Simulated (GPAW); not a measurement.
# An Al chain with a Na atom on top of one atom: transmission at several levels, part 2 of 2

Aim: T(E), conductance and thermopower of an Al chain with a Na atom on top of one atom, and what cheaper settings cost in accuracy.

GPAW 26.7.0; GPAW LCAO, PAW setups; Landauer transmission from Green's functions with principal layers (ASE), zero bias.

So far, transmission at the Fermi level (one spin): step 2 (double-zeta polarised basis, PBE, GPAW) 1.92; step 3 (basis szp(dzp), PBE, GPAW) 1.93; step 4 (basis sz(dzp), PBE, GPAW) 1.94; step 5 (revPBE) 1.92; step 8 (mixing 0.02, mixing history 12, temperature 700 K, PBE, GPAW) 1.92.

## Step 9: Basis szp(dzp), grid spacing 0.14

A smaller basis is cheaper in every inversion. The real-space grid carries density and potential; a coarse one breaks translation symmetry along the lead and scatters electrons that should pass.

run.py reads:

```python
import json
import numpy as np
from ase import Atoms
from ase.transport.calculators import TransportCalculator
from gpaw import GPAW, FermiDirac
from gpaw.lcao.tools import get_lcao_hamiltonian
from scipy.linalg import eigh

# The junction with lead layers at both ends, along the third cell vector
device = Atoms(
    ['Al', 'Al', 'Al', 'Al', 'Al', 'Al', 'Al', 'Na', 'Al', 'Al', 'Al', 'Al', 'Al', 'Al'],
    positions=[
        [4.50000, 4.50000, 1.20000],
        [4.50000, 4.50000, 3.60000],
        [4.50000, 4.50000, 6.00000],
        [4.50000, 4.50000, 8.40000],
        [4.50000, 4.50000, 10.80000],
        [4.50000, 4.50000, 13.20000],
        [4.50000, 4.50000, 15.60000],
        [7.18880, 4.50000, 15.60000],
        [4.50000, 4.50000, 18.00000],
        [4.50000, 4.50000, 20.40000],
        [4.50000, 4.50000, 22.80000],
        [4.50000, 4.50000, 25.20000],
        [4.50000, 4.50000, 27.60000],
        [4.50000, 4.50000, 30.00000]],
    cell=[[9.0, 0.0, 0.0], [0.0, 9.0, 0.0], [0.0, 0.0, 31.2]],
    pbc=True)

# One principal layer of the lead: the first 4 atoms of the device
lead = Atoms(
    ['Al', 'Al', 'Al', 'Al'],
    positions=[
        [4.50000, 4.50000, 1.20000],
        [4.50000, 4.50000, 3.60000],
        [4.50000, 4.50000, 6.00000],
        [4.50000, 4.50000, 8.40000]],
    cell=[[9.0, 0.0, 0.0], [0.0, 9.0, 0.0], [0.0, 0.0, 9.6]],
    pbc=True)

settings = dict(mode='lcao', basis='szp(dzp)', xc='PBE', h=0.14,
                occupations=FermiDirac(0.1), maxiter=250,
                mixer=dict(beta=0.1, nmaxold=8, weight=100.0),
                convergence=dict(density=0.0001))
energies = np.arange(-3, 3 + 1e-9, 0.075)
eta = 0.0001
n1, n2 = 1, 1
# k and -k transmit alike, so half of the mesh across the current serves
mesh = [(i, j) for i in range(n1) for j in range(n2) if (i, j) <= (-i % n1, -j % n2)]
weights = np.array([1 if (i, j) == (-i % n1, -j % n2) else 2 for i, j in mesh]) / (n1 * n2)

# [... helper functions left out ...]
fermi_lead = ground_state(lead, (1, 1, 12), 'lead.txt')
fermi_device = ground_state(device, (1, 1, 3), 'device.txt')
# [... loop over the mesh left out, but for ...]
        # Shift the lead onto the potential of the device's first layer
        shift = ((H[:, 0, 0] - H0[:, 0, 0]) / S0[0, 0]).real.mean()
# [...]
kT = 8.617333e-5 * 300
bias = [0.1, 0.2, 0.5, 1.0, 1.5, 2.0]
# [... integrals and printing left out ...]
```

Started as:

```console
$ OMP_NUM_THREADS=1 OPENBLAS_NUM_THREADS=1 python run.py
```

The job ended after 4.4 min (1 thread of Intel Xeon Platinum 8259CL at 2.50GHz (Skylake/Cascade Lake), shared host; peak memory 2.9 GiB).

Numbers from this step:

```
conductance                                    : 1.931 G₀
largest coupling past the next principal layer : 1.40e-15 eV
largest misfit of the first principal layer    : 0.01998 eV
shift that aligns the lead                     : 0.002780 eV
basis functions of the junction                : 127
basis functions of a principal layer           : 36
transmission at the Fermi level (one spin)     : 1.934
```

One spin. Table of transmission, zone mean by energy, zero at the Fermi level:

energy (eV), transmission, zone mean and a bar:
```
    -3.00       1.00 ##########
    -2.77       1.00 ##########
    -2.55       1.00 ##########
    -2.40       1.00 ##########
    -2.17       1.00 ##########
    -1.95       1.00 ##########
    -1.73       0.99 ##########
    -1.57       0.99 ##########
    -1.35       0.00 
    -1.12       0.00 
    -0.90       0.00 
    -0.75       0.00 
    -0.53       0.00 
    -0.30       1.55 ################
    -0.07       1.91 ###################
     0.00       1.93 ####################
     0.07       1.94 ####################
     0.30       1.95 ####################
     0.53       1.96 ####################
     0.75       1.92 ###################
     0.90       2.92 ##############################
     1.12       2.95 ##############################
     1.35       2.96 ##############################
     1.50       2.96 ##############################
     1.57       2.96 ##############################
     1.73       2.96 ##############################
     1.95       2.63 ###########################
     2.17       2.92 ##############################
     2.40       2.96 ##############################
     2.55       2.96 ##############################
     2.77       2.96 ##############################
     3.00       2.95 ##############################
```

Not self-consistent under bias; the bias window is split evenly. Current through one cell, from the zero-bias transmission against bias:

| bias (V) | current through one cell, from the zero-bias transmission (μA) |
| --- | --- |
| 0.100 | 15.0 |
| 0.200 | 29.9 |
| 0.500 | 73.2 |
| 1.000 | 119 |
| 1.500 | 157 |
| 2.000 | 210 |

Transmission of the three most open eigenchannels against energy, zero at the Fermi level:

```
energy (eV)  channel 1  channel 2  channel 3
    -3.0000      0.998          0          0
    -2.7750      0.999          0          0
    -2.4750      0.999          0          0
    -2.2500      0.998          0          0
    -2.0250      0.998          0          0
    -1.7250      0.995          0          0
    -1.5000      0.982          0          0
    -1.2750     1.1e-8          0          0
    -0.9750    7.1e-11          0          0
    -0.7500    1.8e-11          0          0
    -0.5250    5.9e-12    1.6e-12          0
    -0.2250      0.957      0.816    4.9e-12
     0.0000      0.994      0.940    7.6e-12
     0.2250      0.994      0.956    2.2e-11
     0.5250      0.991      0.970    5.1e-10
     0.7500      0.992      0.929     1.3e-5
     0.9750      0.993      0.983      0.960
     1.2750      0.995      0.991      0.974
     1.5000      0.996      0.994      0.975
     1.7250      0.997      0.997      0.965
     2.0250      0.999      0.997      0.283
     2.2500      0.998      0.996      0.947
     2.4750      0.998      0.995      0.965
     2.7750      0.998      0.994      0.966
     3.0000      0.998      0.993      0.960
```

The conductance, 1.93 G₀, lies 0.8 % above that of the dzp run.

## Step 10: Outcome

| Item | Value |
| --- | --- |
| conductance | 1.92 G₀ |
| transmission at the Fermi level, mean of the spins | 1.92 |
| thermopower | about 0 (under 1.5 μV/K) |

What this shows: In the dzp basis the junction conducts 1.92 G₀ at 300 K, with T = 1.92 a spin at the Fermi level; the sz basis reaches that conductance within 10 %. At the Fermi level two eigenchannels carry the current (0.99 and 0.93). Measured against the first run (dzp), the nearest curve is that of dzp-revPBE (r.m.s. 0.13) and the farthest that of sz (0.36). Over the compared runs wall time goes from 50 s (sz) to 92 s (dzp-revPBE), on a shared host. The geometry was built from estimated bond lengths and not relaxed, so the numbers describe this model structure. An evenly spaced straight chain is an idealisation: free chains tend to dimerise, zigzag or, where a band edge lies near the Fermi level, turn magnetic. The currents use the zero-bias T(E) throughout, which holds only while the bias is small against the distance to the nearest feature. The energy step is wider than the thermal energy, so the conductance and thermopower rest on interpolation of T(E).

[Logs are printed without paths, hosts, clocks, repeated set-up lines and the standing remarks that a program may print on its own settings, such as how far it seeks lower states.]

[Hosts, paths, dates, database ids (printed as entryN), source tags and the programs' standing remarks are cut or masked in the printed files.]
